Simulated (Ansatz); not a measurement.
## Heat carried by phonons in NaI (Fm-3m)

Aim: the lattice thermal conductivity of NaI against temperature, and which phonons carry it.

What experiment has found for this phase:
- thermal conductivity 1.8 W/m/K near room temperature (given in “Combining the AFLOW GIBBS and Elastic Libraries to efficiently and robustly screen thermo-mechanical properties of solids”, 2017, arXiv:1611.05714)
- thermal conductivity 1.8 W/m/K near room temperature (given in “Predicting the lattice thermal conductivity of solids by solving the Boltzmann transport equation: AFLOW - AAPL an automated, accurate and efficient framework”, 2017, arXiv:1611.05481)

Program: Ansatz 0.2.0. Level of theory: DFT LDA, scalar-relativistic, plane waves, PAW; PAW set soft_1, in the first sound run; inputs show where later runs differ. Results are calculated unless marked as measured.

### Step 1. Set-up

The structure is cubic, space group Fm-3m (No. 225). Conventional cell: a = 6.473 Å, b = 6.473 Å, c = 6.473 Å, α = 90.00°, β = 90.00°, γ = 90.00°. Nearest to Na lie 6 I at 3.24 Å. Nearest to I lie 6 Na at 3.24 Å. Farther neighbours and most contacts between anions are not listed.

### Step 2. Probe on a coarse mesh

A cheap single point shows whether the cell is a metal or an insulator and how far it is from rest; that sets the k-mesh and the occupations of what follows.

The input, input.yaml:

```yaml
crystal:
  lattice:
    - [0.0, 3.2364, 3.2364]
    - [3.2364, 0.0, 3.2364]
    - [3.2364, 3.2364, 0.0]
  atoms:
    - { symbol: Na, position: [0.0, 0.0, 0.0] }
    - { symbol: I, position: [0.5, 0.5, 0.5] }
kpoints:
  mp_grid: { grid: [6, 6, 6] }
hamiltonian:
  xc: lda
  pseudopotentials: { kind: paw, azcp: { folder: soft_1 }, xc_functional: pbe }
scf:
  occupations: { method: gaussian, width: 0.1 }
  lower_state_search: "off"
output:
  forces: true
  stress: true
  eigenvalues: true
```

Run with:

```bash
$ ansatz run input.yaml --threads 18 --pin off --max-ram 92160MiB --backend cuda --events-out ev --progress --plain --runs-dir out
```

Numbers of over 12 decimals in the logs are rounded to 6 here.

Log:

```text
Engine: ansatz 0.2.0, aarch64-unknown-linux-gnu
Pseudopotentials: kind: paw
Pseudopotential: Na, paw, valence charge 9, recommended cutoff 420 eV (normal), soft_1/Na.paw.azcp
Pseudopotential: I, paw, valence charge 17, recommended cutoff 420 eV (normal), soft_1/I.paw.azcp
Functional definition: SPW92
  exchange = slater_x
  correlation = pw_c
device memory: the entry about to start is reckoned to put 0.8 GiB on a device that reports 182.5 GiB free
GPU FFT provider: cuFFT
GPU libraries: cuBLAS 13.8.1, cuFFT 12.4.0, cuSOLVER 12.3.2
GPU matrix products: emulated (plane waves: as basis.precision tells), large ones in fixed point in workspaces of 1.00 GiB
Crystal: 2 atoms, lattice volume = 67.798 Å³
Basis set: ecut = 420 eV, 1363 PW (Γ)
Bands: 17, of which v1, the nominal top of the filled ones, is band 13 counted from 1 (12 counted from 0)
Symmetry: 48 space group operations
Space group: Fm-3m (ITA 225), of the structure as read, at distance tolerance 4.1e-5 Å
k-points: 16 of 216
Non-local potential: Na, projectors of the file, l = 0: 3, l = 1: 2, l = 2: 1
Non-local potential: I, projectors of the file, l = 0: 2, l = 1: 2, l = 2: 2, l = 3: 1
PAW form: soft (Blöchl's): semilocal exchange-correlation on the pseudo side does not see the compensation charge
PAW frozen core: Na, regenerated for the run's functional, and the local potential with it (the file was generated under x = pbe(κ = 0.804, μ = 0.219515), c = pbe(β = 0.066725))
PAW frozen core: I, regenerated for the run's functional, and the local potential with it (the file was generated under x = pbe(κ = 0.804, μ = 0.219515), c = pbe(β = 0.066725))
PAW one-centre angular grid: Na, 110 points (default); XC on 64 Gauss nodes
PAW one-centre angular grid: I, 590 points (default); XC on 64 Gauss nodes
Initial density: superposition of atomic densities (chi_scale 0.1, normalization cell, long waves kept (reshape's long-wave potential 0.00 eV rms))
Initial wavefunctions: pseudopotential atomic-orbital guess
GPU buffer pool allocated for 32768 grid points (all kernels)
GPU transforms: local potential and band sums: pruned to the plane-wave sphere, on 30×32×32
Functional: x = slater, c = lda
SCF iter   1: F=—  HF=-8826.188840 eV  |F-HF|=—  |Δ(HF+E_count)|=         —  Δρ=5.79e-2  dr2=2.29e0  ethr=3.10e-3  ⟨swp⟩=6.1  Hψ=1616  notcnv=0
preconditioner: auto → none  [insulator: Δε(μ)=2.273 eV  Ē_g=9.707 eV  σ=0.100 eV  W_gap=1.00  n_scr=14 (ndim 8)  ℏωp=12.8 eV  f_vac=0.007  D(μ)=0.00/eV (n_scr^D=0)  ε∞_Penn≈2.7]
SCF iter   2: F=—  HF=-8825.080096 eV  |F-HF|=—  |Δ(HF+E_count)|=    1.11e0  Δρ=1.12e-2  dr2=9.88e-2  ethr=3.10e-3  ⟨swp⟩=3.5  Hψ=745  notcnv=0
SCF iter   3: F=—  HF=-8825.056591 eV  |F-HF|=—  |Δ(HF+E_count)|=   2.35e-2  Δρ=4.75e-3  dr2=1.31e-2  ethr=3.80e-4  ⟨swp⟩=2.9  Hψ=509  notcnv=0
SCF iter   4: F=—  HF=-8825.055972 eV  |F-HF|=—  |Δ(HF+E_count)|=   6.20e-4  Δρ=1.00e-3  dr2=7.86e-4  ethr=5.04e-5  ⟨swp⟩=2.2  Hψ=407  notcnv=0
SCF iter   5: F=—  HF=-8825.055837 eV  |F-HF|=—  |Δ(HF+E_count)|=   1.34e-4  Δρ=1.22e-4  dr2=7.39e-6  ethr=3.02e-6  ⟨swp⟩=2.1  Hψ=394  notcnv=0
SCF iter   6: F=—  HF=-8825.055883 eV  |F-HF|=—  |Δ(HF+E_count)|=   4.62e-5  Δρ=2.51e-5  dr2=2.32e-7  ethr=2.84e-8  ⟨swp⟩=2.1  Hψ=479  notcnv=0
SCF iter   7: F=-8825.055883 eV  HF=-8825.055883 eV  |F-HF|=4.49e-9  |Δ(HF+E_count)|=   3.47e-7  Δρ=3.72e-6  dr2=5.93e-9  ethr=3.85e-10  ⟨swp⟩=8.2  Hψ=1601  notcnv=0
SCF 1 converged in 7 iterations: F = -8825.055883 eV  dr2 = 5.93e-9
  greatest PAW one-centre occupation: 0.999 electrons in one spin orbital (limit 2), on the Na atom at site 0 (counted from 0), in its partial waves of l = 0
SCF converged after 7 iterations
Free energy (F): -8825.055883 eV
Harris-Foulkes:  -8825.055883 eV  (|F-HF|=4.49e-9)
Internal energy: -8825.055883 eV  (E = F + TS)
E sigma→0 (E₀):  -8825.055883 eV
Fermi energy:    4.459556 eV
--- Per-component energies (eV) ---
  E_band       = -619.430251
  E_kinetic    = 272.916251
  E_local      = -3688.945631  (includes V_loc(G=0)·N_el)
  E_nonlocal   = 401.303477
  E_hartree    = 1493.189909
  E_xc         = -143.479192
  E_vxc        = -158.161564  (∫ρ·V_xc dr)
  E_paw        = -4903.110229  (= ΣΔE_a)
  E_vpaw       = -432.918285  (= ΣTr[D̂ρ^β])
  E_aug_tail   = -0.002431  (compensation charges beyond the density's cutoff)
  E_ewald      = -2257.850118
  E_core_change = 0.922081  (= ΣΔE_core)
  E_smearing   = -0.000000  (= −TS)
  E_closure    = 0.000000  (closes the sum)
  Σ components = -8825.055883   (vs F -8825.055883, Δ=0.00e0)
--- Forces (eV/Å), atoms counted from 1 ---
  atom   1  Na     0.00000000    -0.00000000    -0.00000000
  atom   2  I      0.00000000     0.00000000     0.00000000
  max |Σ_I F_I| component: 8.87e-25 eV/Å
--- Stress (GPa, compression-positive) ---
       -1.637420       0.000000       0.000000
       -0.000000      -1.637420       0.000000
        0.000000       0.000000      -1.637420
  P = ⅓ Tr σ = -1.6374 GPa (-16.374 kbar)
--- Band table (eV; the first three rows and the last of 16) ---
  k-point 0: bands = [... 9 lower, -8.3328, 2.7914, 2.7914, 2.7914, 6.1245, 10.6299, 10.6299, 10.6299]
  k-point 1: bands = [... 9 lower, -8.2593, 2.0226, 2.7149, 2.7149, 6.9667, 10.1018, 10.8138, 10.8138]
  k-point 2: bands = [... 9 lower, -8.1038, 0.9741, 2.5725, 2.5725, 7.6534, 10.3679, 10.3679, 10.5837]
  k-point 15: bands = [... 9 lower, -7.9386, 1.0794, 1.6577, 1.8770, 7.9476, 9.1448, 11.1895, 11.2252]
```

It took 1.4 s on 1 × NVIDIA GB200 with 18 threads of Arm Neoverse V2, shared host; peak memory 1.1 GiB.

Numbers from this step:

```
pressure          : -1.637 GPa
gap on the k-mesh : 3.333 eV
volume per atom   : 33.90 Å³/atom
```

The start is under -1.6 GPa at this level and looks like an insulator or semiconductor on this mesh.

### Step 3. Relaxation

The vibrations must be taken about the equilibrium of this functional, not about the starting cell, so the structure is relaxed.

input.yaml, as its differences from that of step 2:

```diff
@@ -14,3 +14,3 @@
 scf:
-  occupations: { method: gaussian, width: 0.1 }
+  occupations: { method: gaussian, width: 0.02 }
   lower_state_search: "off"
@@ -20 +20,6 @@
   eigenvalues: true
+relax:
+  adjacent_minimum: "off"
+  f_tol: 0.005
+  max_steps: 80
+  cell: { stress_tol: 0.05 }
```

Log:

```text
[...]
Crystal: 2 atoms, lattice volume = 67.798 Å³
Basis set: ecut = 420 eV, 1363 PW (Γ)
Bands: 17, of which v1, the nominal top of the filled ones, is band 13 counted from 1 (12 counted from 0)
Symmetry: 48 space group operations
[...]
k-points: 16 of 216
[...]
SCF iter   1: F=—  HF=-8826.188345 eV  |F-HF|=—  |Δ(HF+E_count)|=         —  Δρ=5.78e-2  dr2=2.28e0  ethr=3.10e-3  ⟨swp⟩=6.7  Hψ=1470  notcnv=0
[...]
SCF iter   2: F=—  HF=-8825.079808 eV  |F-HF|=—  |Δ(HF+E_count)|=    1.11e0  Δρ=1.12e-2  dr2=9.83e-2  ethr=3.10e-3  ⟨swp⟩=3.6  Hψ=750  notcnv=0
[...]
SCF iter   7: F=-8825.055883 eV  HF=-8825.055883 eV  |F-HF|=6.91e-11  |Δ(HF+E_count)|=   1.25e-8  Δρ=1.53e-6  dr2=6.28e-10  ethr=8.91e-11  ⟨swp⟩=2.2  Hψ=870  notcnv=0
SCF 1 converged in 7 iterations: F = -8825.055883 eV  dr2 = 6.28e-10
[...]
relax step   1: F+E_penalty+E_count = -8825.05588300 eV  Δ(F+E_penalty+E_count) = +0.000e0 eV  max|allowed force component| = 6.678e-26 eV/Å  Δτ_max = 0.0000 Å  P = -1.637 GPa  Ω = 67.798 Å³  (7 SCF iters, dr2 threshold 1.00e-7 eV, accepted)
[...]
Crystal: 2 atoms, lattice volume = 64.528 Å³
Basis set: ecut = 420 eV, 1243 PW (Γ)
[...]
iter 1 solved again at ethr=1.27e-5 eV; its pass at ethr=3.10e-3 eV (dr2=3.29e-3 eV) is discarded
[...]
SCF iter   2: F=—  HF=-8825.082927 eV  |F-HF|=—  |Δ(HF+E_count)|=   1.73e-3  Δρ=6.68e-4  dr2=2.48e-4  ethr=1.27e-5  ⟨swp⟩=2.9  Hψ=481  notcnv=0
[...]
SCF iter   5: F=-8825.082830 eV  HF=-8825.082830 eV  |F-HF|=4.00e-10  |Δ(HF+E_count)|=   1.55e-7  Δρ=6.64e-6  dr2=1.95e-8  ethr=7.69e-10  ⟨swp⟩=8.6  Hψ=1554  notcnv=0
SCF 2 converged in 5 iterations: F = -8825.082830 eV  dr2 = 1.95e-8
relax step   2: F+E_penalty+E_count = -8825.08283014 eV  Δ(F+E_penalty+E_count) = -2.695e-2 eV  max|allowed force component| = 4.954e-25 eV/Å  Δτ_max = 0.0000 Å  P = -0.935 GPa  Ω = 64.528 Å³  energy of the carried Pulay correction = +3.195e-4 eV  (5 SCF iters, dr2 threshold 2.00e-7 eV, accepted)
[...]
Crystal: 2 atoms, lattice volume = 60.639 Å³
[...]
SCF iter   5: F=-8825.092498 eV  HF=-8825.092498 eV  |F-HF|=1.66e-9  |Δ(HF+E_count)|=   1.63e-7  Δρ=7.37e-6  dr2=1.53e-8  ethr=7.69e-10  ⟨swp⟩=8.4  Hψ=1498  notcnv=0
SCF 3 converged in 5 iterations: F = -8825.092498 eV  dr2 = 1.53e-8
relax step   3: F+E_penalty+E_count = -8825.09249796 eV  Δ(F+E_penalty+E_count) = -9.668e-3 eV  max|allowed force component| = 2.068e-25 eV/Å  Δτ_max = 0.0000 Å  P = +0.245 GPa  Ω = 60.639 Å³  energy of the carried Pulay correction = +7.330e-4 eV  (5 SCF iters, dr2 threshold 2.00e-7 eV, accepted)
[...]
relax step   4: F+E_penalty+E_count = -8825.09293418 eV  Δ(F+E_penalty+E_count) = -4.362e-4 eV  max|allowed force component| = 1.120e-25 eV/Å  Δτ_max = 0.0000 Å  P = -0.024 GPa  Ω = 61.407 Å³  energy of the carried Pulay correction = +6.482e-4 eV  (4 SCF iters, dr2 threshold 1.50e-7 eV, accepted)
[...]
SCF iter   1: F=—  HF=-8825.092228 eV  |F-HF|=—  |Δ(HF+E_count)|=         —  Δρ=8.15e-5  dr2=6.97e-7  ethr=4.69e-6  ⟨swp⟩=2.8  Hψ=2220  notcnv=0
eigensolver tolerance schedule: the retry pair's looser diagonalisation over-reported the residual by 1748.49 of it (diagonalisation noise at an unbounded share of the residual, at the tolerance the schedule requests for it); recorded, not acted on — ethr = c·dr2/N_el stays at c = 1.0e-1
[...]
SCF iter   2: F=—  HF=-8825.092260 eV  |F-HF|=—  |Δ(HF+E_count)|=   3.20e-5  Δρ=3.89e-5  dr2=1.47e-7  ethr=2.68e-9  ⟨swp⟩=3.1  Hψ=554  notcnv=0
[...]
SCF iter   6: F=-8825.092260 eV  HF=-8825.092260 eV  |F-HF|=1.82e-12  |Δ(HF+E_count)|=  1.09e-11  Δρ=5.24e-8  dr2=1.17e-12  ethr=1.00e-12  ⟨swp⟩=7.2  Hψ=1551  notcnv=0
SCF 5 converged in 6 iterations: F = -8825.092260 eV  dr2 = 1.17e-12
relax step   5: F+E_penalty+E_count = -8825.09226029 eV  Δ(F+E_penalty+E_count) = +6.739e-4 eV  max|allowed force component| = 1.405e-27 eV/Å  Δτ_max = 0.0000 Å  P = -0.025 GPa  Ω = 61.407 Å³  stress off target by 2.45e-2 GPa  SCF on the basis re-selected at this cell (its energy is not comparable with the rows above)  (6 SCF iters)
basis re-selected at this cell: Δ(F+E_penalty+E_count) = +6.739e-4 eV, ΔP = -0.001 GPa vs the last step (what re-selecting the basis moved, of the pressure what is left beyond the Pulay correction that the steps carried, after the strain that the cell walked since its last selection, with what the two solves' SCF thresholds leave and, on support functions, any second-order correction that the steps lacked; it is no measure of the basis error at this ecutwfc). The dense FFT grid was sized anew with the basis: this SCF ran on 30×30×30 points, the steps before it on 32×32×32, so part of this shift can come from that change (see relax.cell in the input reference). [rest of the remark cut]
SCF converged after 6 iterations
Free energy (F): -8825.092260 eV
[...]
Internal energy: -8825.092260 eV  (E = F + TS)
E sigma→0 (E₀):  -8825.092260 eV
Fermi energy:    5.563088 eV
[...]
--- Stress (GPa, compression-positive) ---
       -0.024522      -0.000000      -0.000000
       -0.000000      -0.024522      -0.000000
       -0.000000      -0.000000      -0.024522
  P = ⅓ Tr σ = -0.0245 GPa (-0.245 kbar)
--- Band table (eV; the first three rows and the last of 16) ---
  k-point 0: bands = [... 9 lower, -7.6467, 3.7552, 3.7552, 3.7552, 7.3709, 11.5942, 11.5942, 11.5942]
  k-point 1: bands = [... 9 lower, -7.5496, 2.8582, 3.6597, 3.6597, 8.2625, 11.1126, 11.8265, 11.8265]
  k-point 2: bands = [... 9 lower, -7.3406, 1.6350, 3.4837, 3.4837, 8.7367, 11.4237, 11.4237, 12.0557]
  k-point 15: bands = [... 9 lower, -7.1194, 1.7311, 2.4024, 2.6635, 9.0810, 10.0774, 12.4877, 12.5152]
--- Relaxed structure (4 steps of the walk, 4 accepted, 1 SCFs on fresh bases) ---
  F+E_penalty+E_count = -8825.09226029 eV   max|allowed force component| = 1.405e-27 eV/Å   (the final SCF, on the basis selected at the relaxed cell)
  cell:  # Å, volume = 61.4068 Å³
    - [0, 3.131330, 3.131330]
    - [3.131330, 0, 3.131330]
    - [3.131330, 3.131330, 0]
  atoms:
    - { symbol: Na, position: [0, 0, 0] }
    - { symbol: I, position: [0.5, 0.5, 0.5] }
```

Wall time 2.8 s (1 × NVIDIA GB200 with 18 threads); peak memory 1.2 GiB.

Relaxation path:

```csv
step,energy less that of the first step (eV),largest force component (eV/Å),pressure (GPa),volume (Å³)
1,0.0000,0.0000,-1.64,67.80
2,-0.0269,0.0000,-0.93,64.53
3,-0.0366,0.0000,0.24,60.64
4,-0.0371,0.0000,-0.02,61.41
5*,-0.0364,0.0000,-0.02,61.41
```

Relaxation steps marked * repeat the geometry before them on a plane-wave basis chosen anew for their cell, so energy and pressure can jump there.

Forces are held to the 48 operations that the run works with; a distortion that breaks them can't arise in this run.

```
conventional cell, symmetrised  before  after  change
                         a (Å)   6.473  6.263  -3.2 %
                         b (Å)   6.473  6.263  -3.2 %
                         c (Å)   6.473  6.263  -3.2 %
              volume (Å³/atom)   33.90  30.70  -9.4 %
```

The relaxed structure:

```
Na I
1.0
     0.00000    3.13133    3.13133
     3.13133    0.00000    3.13133
     3.13133    3.13133    0.00000
Na I
1 1
Cartesian
  0.0000 0.0000 0.0000
  3.1313 3.1313 3.1313
```

This step gave:

```yaml
pressure: -0.02452 GPa
gap_on_the_k_mesh: 3.616 eV
volume_per_atom: 30.70 Å³/atom
```

The relaxation ends with a pressure of -0.02 GPa.

### Step 4. A second relaxation

The relaxation is run once more from where the first one ended, as the script does after a large change of volume or of the gap, with mesh and occupations reviewed.

input.yaml, as its differences from that of step 3:

```diff
@@ -2,5 +2,5 @@
   lattice:
-    - [0.0, 3.2364, 3.2364]
-    - [3.2364, 0.0, 3.2364]
-    - [3.2364, 3.2364, 0.0]
+    - [0.0, 3.1313302626, 3.1313302626]
+    - [3.1313302626, 0.0, 3.1313302626]
+    - [3.1313302626, 3.1313302626, 0.0]
   atoms:
```

Log:

```text
[...]
GPU FFT provider: cuFFT
GPU libraries: cuBLAS 13.8.1, cuFFT 12.4.0, cuSOLVER 12.3.2
[...]
Crystal: 2 atoms, lattice volume = 61.407 Å³
Basis set: ecut = 420 eV, 1243 PW (Γ)
Bands: 17, of which v1, the nominal top of the filled ones, is band 13 counted from 1 (12 counted from 0)
Symmetry: 48 space group operations
[...]
k-points: 16 of 216
[...]
k-point 15: bands = [... 9 lower, -7.1194, 1.7311, 2.4024, 2.6635, 9.0810, 10.0774, 12.4877, 12.5152]
--- Relaxed structure (1 steps of the walk, 1 accepted, 1 SCFs on fresh bases) ---
[...]
cell:  # Å, volume = 61.4068 Å³
    - [0.0, 3.1313302626, 3.1313302626]
    - [3.1313302626, 0.0, 3.1313302626]
    - [3.1313302626, 3.1313302626, 0.0]
  atoms:
    - { symbol: Na, position: [0.0, 0.0, 0.0] }
    - { symbol: I, position: [0.5, 0.5, 0.5] }
[key lines of the parts left out:]
SCF converged after 8 iterations
Free energy (F): -8825.092260 eV
Fermi energy:    5.563088 eV
P = ⅓ Tr σ = -0.0245 GPa (-0.245 kbar)
```

Elapsed: 2.4 s, on 1 × NVIDIA GB200 with 18 threads; peak memory 1.1 GiB.

Little changed from the start: no atom moved by 0.005 Å and no cell edge by 0.1 %.

### Step 5. Tight relaxation

The thresholds are tightened for a last relaxation ahead of the phonons, and where mesh or smearing change with them the cell follows.

input.yaml, the sections that differ from step 4:

```yaml
scf:
  occupations: { method: fixed }
  lower_state_search: "off"
relax:
  adjacent_minimum: "off"
  f_tol: 0.001
  max_steps: 60
  cell: { stress_tol: 0.01 }
# crystal, kpoints, hamiltonian, output: as in step 4
```

Log:

```text
[...]
Crystal: 2 atoms, lattice volume = 61.407 Å³
Basis set: ecut = 420 eV, 1243 PW (Γ)
Bands: 17, of which v1, the nominal top of the filled ones, is band 13 counted from 1 (12 counted from 0)
Symmetry: 48 space group operations
[...]
k-points: 16 of 216
[...]
k-point 15: bands = [... 9 lower, -7.1132, 1.7360, 2.4081, 2.6695, 9.0896, 10.0844, 12.4974, 12.5249]
--- Relaxed structure (2 steps of the walk, 2 accepted, 1 SCFs on fresh bases) ---
[...]
cell:  # Å, volume = 61.3633 Å³
    - [0, 3.130590, 3.130590]
    - [3.130590, 0, 3.130590]
    - [3.130590, 3.130590, 0]
  atoms:
    - { symbol: Na, position: [0, 0, 0] }
    - { symbol: I, position: [0.5, 0.5, 0.5] }
[key lines of the parts left out:]
SCF converged after 9 iterations
Free energy (F): -8825.092270 eV
Fermi energy:    3.762497 eV
P = ⅓ Tr σ = -0.0099 GPa (-0.099 kbar)
```

It took 2.1 s on 1 × NVIDIA GB200 with 18 threads; peak memory 1.1 GiB; 3.3 s of CPU time.

Little changed from the start: no atom moved by 0.005 Å and no cell edge by 0.1 %.

Numbers from this step:

```yaml
pressure: -0.009861 GPa
gap_on_the_k_mesh: 3.618 eV
volume_per_atom: 30.68 Å³/atom
```

The residual pressure is -0.0099 GPa, small enough for phonons.

(Continued in part 2 of 2.)

[Logs are printed without paths, hosts, clocks, repeated set-up lines and the standing remarks that a program may print on its own settings, such as how far it seeks lower states.]

[Hosts, paths, dates, database ids (printed as entryN), source tags and the programs' standing remarks are cut or masked in the printed files.]

[A step with changed settings may run another functional than the one named; its input shows which.]
